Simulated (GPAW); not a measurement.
# Surface energy and work function of Pt(100) from slabs of 4 to 14 layers (RPBE)

How do energy and work function of Pt(100) films settle with thickness, and what surface energy follows?

**Method.** GPAW 26.7.0, plane waves at 450 eV with PAW setups; symmetric 1×1 slabs cut at the tabulated lattice constant (two decimals; low-temperature values for the alkali metals), atoms at bulk places, 7.5 Å of vacuum on each side, one in-plane mesh for all thicknesses, Fermi-Dirac smearing of 0.1 eV. Energies are extrapolated to zero smearing and count from the program's reference atoms. Functional RPBE. The cell's area is 7.683 Å².

What came out, but for one run:

| layers | energy (eV) | work function (eV) |
| --- | --- | --- |
| 4 | −21.5899 | 5.45 |
| 5 | −27.3203 | 5.47 |
| 6 | −33.0678 | 5.47 |
| 7 | −38.8000 | 5.48 |
| 8 | −44.5535 | 5.48 |
| 9 | −50.3001 | 5.47 |
| 10 | −56.0533 | 5.47 |
| 11 | −61.8008 | 5.47 |
| 12 | −67.5504 | 5.47 |
| 14 | ? | ? |

Q: What surface energy do these runs give, and what energy and work function should the 14-layer slab have?

Worked answer. A slab of n layers has E(n) = nε + 2Aγ once its middle is bulk-like. A line through n = 6 to 12 has the slope ε = −5.7482 eV a layer and the intercept 2Aγ = 1.4300 eV (r.m.s. residual 4.7 meV). So γ = 1.4300 / (2 × 7.683 Å²) = 0.0931 eV/Å² = 1.49 J/m², with a standard error of about 0.01 J/m² from the scatter about the line. For 14 layers: 1.4300 + 14 × (−5.7482) = −79.045 eV; the run gives −79.046 eV, 1.7 meV under the line. The work function has no such law: from 6 to 12 layers it moves between 5.47 and 5.48 eV (mean 5.47), and the 14-layer slab gives 5.48 eV. The thinnest slab, 4 layers, lies −0.02 eV from that mean. The measured value for this face is 5.70 eV (“Anisotropic work function of elemental crystals” (2019, arxiv:1902.07811)), for a face that reconstructs.

**Limits.** The surfaces are unrelaxed, so γ is an upper bound for this functional and lattice constant. The tabulated lattice constant isn't the functional's own, which strains the slab a little. Spin-orbit coupling is left out.
